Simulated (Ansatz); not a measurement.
# F-SiC-H chair monolayer in a perpendicular field, part 2 of 4

Wanted: the out-of-plane response of the F-SiC-H chair monolayer. A positive field points along +c.

Ansatz 0.2.0; plane-wave DFT, PBE-D3(BJ), Ansatz PAW (the session's first sound run).

So far. Step 2 (Relaxation): The lattice constant a goes from 3.086 to 3.115 Å.

### Step 3. Atoms held, field 0

A sawtooth potential applies the field, turning back in the middle of the vacuum. With the dipole correction the typed value is the field outside the slab. The induced dipole is small, so the SCF threshold is tight.

The cell differs from the one that the last finished run ended in (c 37.773 → 21.265 Å).

Contents of input.yaml:

```yaml
crystal:
  lattice:
    - [3.115242408, 0.0, 0.0]
    - [-1.557621204, 2.6978790642, 0.0]
    - [0.0, 0.0, 21.2653175968]
  atoms:
    - { symbol: H, position: [0.6666666667, 0.3333333333, 0.4232243398] }
    - { symbol: C, position: [0.6666666667, 0.3333333333, 0.4752547505] }
    - { symbol: Si, position: [0.3333333333, 0.6666666667, 0.5016827569] }
    - { symbol: F, position: [0.3333333333, 0.6666666667, 0.5767756602] }
kpoints:
  mp_grid: { grid: [18, 18, 1] }
  band_path:
    path: [[0, 0, 0], [0.5, 0, 0], [0.33333333, 0.33333333, 0], [0, 0, 0]]
    npoints: 16
hamiltonian:
  xc: pbe
  dispersion: d3bj
scf:
  occupations: { method: fermi_dirac, width: 0.05 }
  convergence: { dr2_threshold: 1.0e-10 }
efield:
  axis: 3
  dipole_correction: true
  ramp_position: 0.97
  ramp_width: 0.06
  amplitude: 0
output:
  dos: { projected: true, e_range: [-6, 5] }
  bader: true
  write_potential: true
  write_density: true
  volumetric_format: npy
  elf: true
```

The run is started by

```
> ansatz run input.yaml --threads 2 --pin off --max-ram 3072MiB --backend cpu --events-out ev --progress --plain --runs-dir out
```

Numbers of over 12 decimals in the logs are rounded to 6 here.

The program printed:

```text
[...]
Crystal: 4 atoms, lattice volume = 178.725 Å³
Basis set: ecut = 420 eV, 3467 PW (Γ)
Bands: 12, of which v1, the nominal top of the filled ones, is band 8 counted from 1 (7 counted from 0)
Symmetry: 6 space group operations
[...]
k-points: 37 of 324 (time reversal used)
[...]
SCF iter   1: F=—  HF=-1712.920353 eV  |F-HF|=—  |Δ(HF+E_count)|=         —  Δρ=1.77e-3  dr2=1.46e-2  ethr=1.77e-3  p=-0.168 e·Å  D=-1.70e-1 V/Å  ΔV_dip=3.62 eV  dr2_dipole=2.88e-5  V_vac-E_F(+/−)=6.49/2.87 eV  ⟨swp⟩=8.1  Hψ=3726  notcnv=0
efield: sawtooth ramp at fractional position 0.9700 (set: `efield.ramp_position`, or a place that a band, a saddle search or an elastic batch's reference lends), width 0.0600; the density the first Hamiltonian is built on has a dipole p = -0.168 e·Å; the dipole correction subtracts the counter field D = -1.70e-1 V/Å, which shifts the + side's vacuum level by +3.62 eV against the − side's; the planar-averaged density in the ramp window peaks in size at 1.1e-5 e/Å³
[...]
SCF iter   2: F=—  HF=-1712.921712 eV  |F-HF|=—  |Δ(HF+E_count)|=   1.36e-3  Δρ=7.84e-4  dr2=4.39e-3  ethr=9.10e-5  p=-0.172 e·Å  D=-1.74e-1 V/Å  ΔV_dip=3.70 eV  dr2_dipole=1.55e-3  V_vac-E_F(+/−)=6.49/2.79 eV  ⟨swp⟩=3.3  Hψ=1152  notcnv=0
[...]
SCF iter  10: F=-1712.921296 eV  HF=-1712.921296 eV  |F-HF|=2.39e-11  |Δ(HF+E_count)|=  7.05e-11  Δρ=9.46e-8  dr2=9.16e-12  ethr=1.00e-12  p=-0.199 e·Å  D=-2.02e-1 V/Å  ΔV_dip=4.29 eV  dr2_dipole=4.96e-14  V_vac-E_F(+/−)=6.84/2.55 eV  ⟨swp⟩=5.2  Hψ=1639  notcnv=0
SCF 1 converged in 10 iterations: F = -1712.921296 eV  dr2 = 9.16e-12
[...]
NSCF: frozen V_eff on 49 k-points
efield: sawtooth ramp at fractional position 0.9700 (kept from the solve that this one continues, or follows in the run), width 0.0600; the density the first Hamiltonian is built on has a dipole p = -0.199 e·Å; the dipole correction subtracts the counter field D = -2.02e-1 V/Å, which shifts the + side's vacuum level by +4.29 eV against the − side's; the planar-averaged density in the ramp window peaks in size at 3.5e-6 e/Å³
[...]
SCF converged after 10 iterations
Free energy (F): -1712.921296 eV
[...]
Internal energy: -1712.921296 eV  (E = F + TS)
E sigma→0 (E₀):  -1712.921296 eV
Fermi energy:    -2.315328 eV
Dipole field:    D = -0.201570 V/Å  (p = -0.199090 e·Å, saw-weighted, corrected)
Work function:   Φ+ = 6.8403 eV   Φ− = 2.5538 eV
Levels:          The Fermi level and band energies are counted from a zero that moves with the ramp; work functions are not
[...]
--- Band table (eV; the first three rows and the last of 37) ---
  k-point 0: bands = [... 4 lower, -7.1467, -7.1467, -4.0730, -4.0730, -0.5750, 0.7850, 1.3524, 2.1824]
  k-point 1: bands = [... 4 lower, -7.1691, -7.1593, -4.3189, -4.1301, -0.5141, 0.8484, 1.4996, 2.2650]
  k-point 2: bands = [... 4 lower, -7.2312, -7.1962, -4.9374, -4.2857, -0.3338, 1.0369, 1.7669, 2.4896]
  k-point 36: bands = [... 4 lower, -8.8881, -8.2922, -7.1412, -6.7039, 2.7033, 3.0393, 4.4171, 5.4966]
--- Bader charges: 4 sites ---
  site symbol  charge [e]  shift [e]
     0      H      0.0136     0.0067
     1      C     -2.1073     0.0046
     2     Si      2.9292     0.0134
     3      F     -0.8355     0.0022
  estimated error of the sums over rays = 5.9e-4 e
```

Elapsed: 28 s, on 2 threads of Arm Neoverse V2, shared host; peak memory 0.47 GiB.

This step gave:

- gap on the k-mesh: 3.498 eV
- dipole along the normal: -0.1991 e·Å
- gap along the path: 3.498 eV
- smallest direct gap along the path: 3.498 eV
- step between the vacuum levels: 4.286 eV
- ionisation energy, upper face: 8.598 eV
- electron affinity, upper face: 5.100 eV
- ionisation energy, lower face: 4.312 eV
- gap, the smaller of path and mesh: 3.498 eV

Running mean over a fixed 2.5 Å (it still follows the layers) of the planar mean; the ramp of the sawtooth is left out. Table of electron's electrostatic potential energy less the Fermi level by z:

```csv
z (Å),electron's electrostatic potential energy less the Fermi level (eV)
3.0,2.55
3.5,2.55
4.0,2.55
4.5,2.55
5.0,2.55
5.5,2.55
6.0,2.55
6.5,2.55
7.0,2.51
7.5,2.33
8.0,1.74
8.5,0.805
9.0,-2.13
9.5,-5.86
10.0,-8.29
10.5,-8.60
11.0,-8.56
11.5,-6.19
12.0,-1.83
12.5,1.64
13.0,3.41
13.5,5.13
14.0,6.53
14.5,6.81
15.0,6.84
15.5,6.84
16.0,6.84
16.5,6.84
17.0,6.84
17.5,6.84
18.0,6.84
```

The density of states has structure finer than the step of the table below, so its rows give means over 0.25 eV, whole bins alone (the curve runs from -6 to 3.73 eV). Peaks (eV: height): -5.940: 3.96, -5.280: 4.68, -4.650: 9.76, -4.590: 9.52, -4.370: 3.00.

Table of density of states by energy, zero at the Fermi level of the run, which the smearing sets inside the gap; means over each step:

```csv
energy (eV),density of states (states/eV a cell)
-5.75,2.30
-5.50,2.16
-5.25,3.43
-5.00,3.13
-4.75,2.40
-4.50,4.24
-4.25,1.58
-4.00,0.989
-3.75,0.929
-3.50,0.987
-3.25,1.27
-3.00,1.24
-2.75,0.840
-2.50,0.683
-2.25,0.586
-2.00,0.531
-1.75,0.191
-1.50,0
-1.25,0
-1.00,0
-0.75,0
-0.50,0
-0.25,0
0.00,0
0.25,0
0.50,0
0.75,0
1.00,0
1.25,0
1.50,0
1.75,0.180
2.00,0.378
2.25,0.382
2.50,0.393
2.75,0.790
3.00,1.03
3.25,1.57
3.50,1.26
```

Projected DOS per atom over height of the atomic layer and energy from the Fermi level. Layers: H C Si F from below.

Ten even steps from '_' (0.00 states/eV) to '@' (2.06 states/eV), each cell a mean:
```
____..__
____..__
________
________
________
________
________
________
________
________
________
________
__..____
__::____
__::____
__==..__
__::__..
__::__..
..++__@@
__..__%%
__::..@@
__--..**
```
Columns: height of the atomic layer (Å) from 9 to 12.3 (not evenly spaced); rows upwards: energy from the Fermi level (eV) from -5.96 to 3.67.

Electronic bands along the path, in eV, zero at the Fermi level of the run, which the smearing sets inside the gap:

```csv
point,band 5,band 6,band 7,band 8,band 9,band 10,band 11,band 12
Γ,-4.83,-4.83,-1.76,-1.76,1.74,3.10,3.67,4.50
halfway,-5.29,-5.05,-4.34,-2.54,2.90,3.76,4.39,5.59
M,-6.12,-5.28,-4.66,-3.09,2.65,4.56,5.88,7.36
halfway,-6.17,-5.73,-4.58,-4.08,3.83,5.72,6.19,7.14
K,-6.57,-5.98,-4.83,-4.39,5.02,5.35,6.73,7.81
halfway,-5.60,-5.16,-4.36,-3.26,3.29,4.46,4.80,6.12
Γ,-4.83,-4.83,-1.76,-1.76,1.74,3.10,3.67,4.50
```

The electronic bands as a text plot (rows in eV, shown from -7.1 to 4.5 only):

```
    4.3 |+   +++++++    ++           ++      ++++  ++++++++++   +
    3.8 |++++  +++++++++          +++            +++     +   ++++
    3.3 |++++++     ++++        ++                  ++    +++++++
    2.8 |        +++    ++++++++                      +++
    2.3 |      ++                                        +++
    1.8 |++++++                                             +++++
    1.3 |
    0.9 |
    0.4 |
   -0.1 |
   -0.6 |
   -1.1 |
   -1.6 |**                                                    **
   -2.0 | *******                                         ******
   -2.5 |   *    *****                                 ***  *
   -3.0 |    ***      *********                     ***   **
   -3.5 |       *              ***                 *     *
   -4.0 |        **               ***           ***   ***
   -4.5 |          ***********************************
   -5.0 |***************               ******       *************
   -5.4 |          ***  ***********            ********
   -5.9 |**********   *************************  ***   **********
   -6.4 |          **              ********************
   -6.9 |            ****************************
         Γ                   M           K                      Γ
```

ELF in the ca plane at fractional y = 0.333, with atoms of H and C within 0.2 Å of it. It is the smooth field of the valence electrons, not physical close to the nuclei.

Ten even steps from '0' (0.00) to '9' (1.00), each cell a mean:
```
00000000000025776678851011100000000000000000
00000000000269999745751000000000000000000000
00000000000379999712651000000000000000000000
00000000000268999756751000000000000000000000
00000000000024665678851122100000000000000000
00000000000000011356631355410000000000000000
00000000000000000134322466420000000000000000
00000000000000112367631245310000000000000000
```
Columns run along c (16.0 Å, from fractional 0.16 to 0.92 of the cell), rows up along a (3.1 Å). Atoms in or near the plane, at fractional coordinates: H at (0.42, 0.67), C at (0.48, 0.67).

Electrostatic potential energy in the ca plane at fractional y = 0.333, with atoms of H and C within 0.2 Å of it. With pseudopotentials it is smooth inside the atoms' cores, unlike the true potential.

Ten even steps from '0' (-25 eV) to '9' (4 eV), each cell a mean:
```
99999999998888887644678899999999999999999999
99999999998888733100378999999999999999999999
99999999998888500000178999999999999999999999
99999999998888744200378999999999999999999999
99999999998888888755677899999999999999999999
99999999998888888865457889999999999999999999
99999999998888888764346889999999999999999999
99999999998888888875557899999999999999999999
```
Columns run along c (16.0 Å, from fractional 0.16 to 0.92 of the cell; values clipped at the 3rd and 97th percentile), rows up along a (3.1 Å). Atoms in or near the plane, at fractional coordinates: H at (0.42, 0.67), C at (0.48, 0.67).

Valence density in the ca plane at fractional y = 0.333, with atoms of H and C within 0.2 Å of it. It is the smooth field of the valence electrons, not physical close to the nuclei.

Ten steps, logarithmic in the rise over the least value, from '0' (0.0 e/Å³) to '9' (1.8 e/Å³), each cell a mean:
```
00000000000000000013467887643332100000000000
00000000000000000024789998642211000000000000
00000000000000000025899999742110000000000000
00000000000000000024788998643221000000000000
00000000000000000012456787644432100000000000
00000000000000000001234666555654200000000000
00000000000000000000124566555664210000000000
00000000000000000001235676555554200000000000
```
Columns run along c (16.0 Å, from fractional 0.07 to 0.83 of the cell), rows up along a (3.1 Å). Atoms in or near the plane, at fractional coordinates: H at (0.42, 0.67), C at (0.48, 0.67).

The gap is 3.50 eV, with the valence edge 8.60 eV and the conduction edge 5.10 eV under the upper vacuum level.

### Step 4. Atoms held, field 0.1 V/Å

Changes to input.yaml since step 3:

```diff
@@ -26,6 +26,4 @@
   ramp_width: 0.06
-  amplitude: 0
+  amplitude: 0.1
 output:
-  dos: { projected: true, e_range: [-6, 5] }
-  bader: true
   write_potential: true
@@ -33,2 +31 @@
   volumetric_format: npy
-  elf: true
```

The program printed:

```text
[...]
Crystal: 4 atoms, lattice volume = 178.725 Å³
Basis set: ecut = 420 eV, 3467 PW (Γ)
Bands: 12, of which v1, the nominal top of the filled ones, is band 8 counted from 1 (7 counted from 0)
Symmetry: 6 space group operations
[...]
k-points: 37 of 324 (time reversal used)
[...]
--- Band table (eV; the first three rows and the last of 37) ---
  k-point 0: bands = [... 4 lower, -7.1115, -7.1115, -4.0888, -4.0888, -0.7777, 0.3480, 1.3140, 1.9465]
  k-point 1: bands = [... 4 lower, -7.1352, -7.1243, -4.3344, -4.1457, -0.7164, 0.4109, 1.4563, 2.0322]
  k-point 2: bands = [... 4 lower, -7.2013, -7.1616, -4.9519, -4.3008, -0.5349, 0.5987, 1.7144, 2.2623]
  k-point 36: bands = [... 4 lower, -8.8844, -8.2763, -7.1233, -6.6946, 2.6709, 3.0204, 4.3306, 5.4115]
[key lines of the parts left out:]
SCF converged after 11 iterations
Free energy (F): -1712.902139 eV
Fermi energy:    -2.424344 eV
Dipole field:    D = -0.186342 V/Å  (p = -0.184050 e·Å, saw-weighted, corrected)
```

Wall time 6.6 s (2 threads); peak memory 0.43 GiB.

The dipole is -0.184 e·Å, 0.0150 e·Å from its value without field, and the gap 3.311 eV.

### Step 5. Atoms held, field -0.1 V/Å

Changes to input.yaml since step 4:

```diff
@@ -26,3 +26,3 @@
   ramp_width: 0.06
-  amplitude: 0.1
+  amplitude: -0.1
 output:
```

The program printed:

```text
[...]
Crystal: 4 atoms, lattice volume = 178.725 Å³
Basis set: ecut = 420 eV, 3467 PW (Γ)
Bands: 12, of which v1, the nominal top of the filled ones, is band 8 counted from 1 (7 counted from 0)
Symmetry: 6 space group operations
[...]
k-points: 37 of 324 (time reversal used)
[...]
--- Band table (eV; the first three rows and the last of 37) ---
  k-point 0: bands = [... 4 lower, -7.1826, -7.1826, -4.0577, -4.0577, -0.3945, 1.2145, 1.4406, 2.4621]
  k-point 1: bands = [... 4 lower, -7.2036, -7.1951, -4.3038, -4.1150, -0.3338, 1.2924, 1.5778, 2.5442]
  k-point 2: bands = [... 4 lower, -7.2616, -7.2316, -4.9234, -4.2711, -0.1544, 1.4871, 1.8466, 2.7671]
  k-point 36: bands = [... 4 lower, -8.8931, -8.3080, -7.1591, -6.7130, 2.7343, 3.0566, 4.4995, 5.5748]
[key lines of the parts left out:]
SCF converged after 11 iterations
Free energy (F): -1712.941955 eV
Fermi energy:    -2.217579 eV
Dipole field:    D = -0.216755 V/Å  (p = -0.214088 e·Å, saw-weighted, corrected)
```

It took 6.5 s on 2 threads; peak memory 0.42 GiB.

The dipole is -0.214 e·Å, -0.0150 e·Å from its value without field, and the gap 3.663 eV.

### Step 6. Single point, field 0.2 V/Å

Changes to input.yaml since step 5:

```diff
@@ -26,3 +26,3 @@
   ramp_width: 0.06
-  amplitude: -0.1
+  amplitude: 0.2
 output:
```

The program printed:

```text
[...]
Crystal: 4 atoms, lattice volume = 178.725 Å³
Basis set: ecut = 420 eV, 3467 PW (Γ)
Bands: 12, of which v1, the nominal top of the filled ones, is band 8 counted from 1 (7 counted from 0)
Symmetry: 6 space group operations
[...]
k-points: 37 of 324 (time reversal used)
[...]
--- Band table (eV; the first three rows and the last of 37) ---
  k-point 0: bands = [... 4 lower, -7.0771, -7.0771, -4.1051, -4.1051, -1.0174, -0.1308, 1.2596, 1.6316]
  k-point 1: bands = [... 4 lower, -7.1019, -7.0900, -4.3505, -4.1618, -0.9555, -0.0682, 1.3823, 1.7341]
  k-point 2: bands = [... 4 lower, -7.1720, -7.1277, -4.9668, -4.3163, -0.7721, 0.1186, 1.6109, 1.9888]
  k-point 36: bands = [... 4 lower, -8.8820, -8.2605, -7.1056, -6.6851, 2.6370, 2.9997, 4.2393, 5.3158]
[key lines of the parts left out:]
SCF converged after 11 iterations
Free energy (F): -1712.884488 eV
Fermi energy:    -2.552018 eV
Dipole field:    D = -0.171064 V/Å  (p = -0.168960 e·Å, saw-weighted, corrected)
```

It took 6.6 s on 2 threads; peak memory 0.42 GiB; 13 s of CPU time.

The dipole is -0.169 e·Å, 0.0301 e·Å from its value without field, and the gap 3.088 eV.

### Step 7. Atoms held, field -0.2 V/Å

Changes to input.yaml since step 6:

```diff
@@ -26,3 +26,3 @@
   ramp_width: 0.06
-  amplitude: 0.2
+  amplitude: -0.2
 output:
```

The program printed:

```text
[...]
Crystal: 4 atoms, lattice volume = 178.725 Å³
Basis set: ecut = 420 eV, 3467 PW (Γ)
Bands: 12, of which v1, the nominal top of the filled ones, is band 8 counted from 1 (7 counted from 0)
Symmetry: 6 space group operations
[...]
k-points: 37 of 324 (time reversal used)
[...]
--- Band table (eV; the first three rows and the last of 37) ---
  k-point 0: bands = [... 4 lower, -7.2191, -7.2191, -4.0429, -4.0429, -0.2307, 1.3545, 1.7866, 2.6631]
  k-point 1: bands = [... 4 lower, -7.2388, -7.2315, -4.2891, -4.1003, -0.1702, 1.4876, 1.8727, 2.7445]
  k-point 2: bands = [... 4 lower, -7.2924, -7.2677, -4.9098, -4.2570, 0.0087, 1.7304, 2.1000, 2.9640]
  k-point 36: bands = [... 4 lower, -8.8995, -8.3239, -7.1770, -6.7219, 2.7639, 3.0724, 4.5784, 5.6478]
[key lines of the parts left out:]
SCF converged after 11 iterations
Free energy (F): -1712.964112 eV
Fermi energy:    -2.128425 eV
Dipole field:    D = -0.231898 V/Å  (p = -0.229045 e·Å, saw-weighted, corrected)
```

The job ended after 6.5 s (2 threads; peak memory 0.42 GiB).

The dipole is -0.229 e·Å, -0.0300 e·Å from its value without field, and the gap 3.812 eV.

### Step 8. Single point, field 0.35 V/Å

Changes to input.yaml since step 7:

```diff
@@ -26,4 +26,6 @@
   ramp_width: 0.06
-  amplitude: -0.2
+  amplitude: 0.35
 output:
+  dos: { projected: true, e_range: [-6, 5] }
+  bader: true
   write_potential: true
@@ -31 +33,2 @@
   volumetric_format: npy
+  elf: true
```

The program printed:

```text
[...]
Crystal: 4 atoms, lattice volume = 178.725 Å³
Basis set: ecut = 420 eV, 3467 PW (Γ)
Bands: 12, of which v1, the nominal top of the filled ones, is band 8 counted from 1 (7 counted from 0)
Symmetry: 6 space group operations
[...]
k-points: 37 of 324 (time reversal used)
[...]
k-point 2: bands = [... 4 lower, -7.1292, -7.0784, -4.9900, -4.3405, -1.2075, -0.3959, 1.3808, 1.8217]
  k-point 36: bands = [... 4 lower, -8.8810, -8.2371, -7.0792, -6.6706, 2.5830, 2.9647, 4.0911, 5.1335]
--- Bader charges: 4 sites ---
  site symbol  charge [e]  shift [e]
     0      H     -0.0031     0.0063
     1      C     -2.0980     0.0049
     2     Si      2.9305     0.0134
     3      F     -0.8293     0.0022
  estimated error of the sums over rays = 5.6e-4 e
[key lines of the parts left out:]
SCF converged after 11 iterations
Free energy (F): -1712.860847 eV
Fermi energy:    -2.784030 eV
Dipole field:    D = -0.148049 V/Å  (p = -0.146227 e·Å, saw-weighted, corrected)
```

Wall time 29 s (2 threads); peak memory 0.43 GiB.

The dipole is -0.146 e·Å, 0.0529 e·Å from its value without field, and the gap 2.673 eV.

(Continued in part 3 of 4.)

[Logs are printed without paths, hosts, clocks, repeated set-up lines and the standing remarks that a program may print on its own settings, such as how far it seeks lower states.]

[Hosts, paths, dates, database ids (printed as entryN), source tags and the programs' standing remarks are cut or masked in the printed files.]

[Maps of the electrostatic potential energy from Ansatz leave out the sawtooth potential of an applied field or a dipole correction, so their vacuum need not be flat; planar profiles and work functions include it.]

[The density of states shown here was stored with 400 of the rows of the run's finer table, so its peaks can read low, often by over a quarter, or be missed, and its means over a window can be off by a tenth or more.]
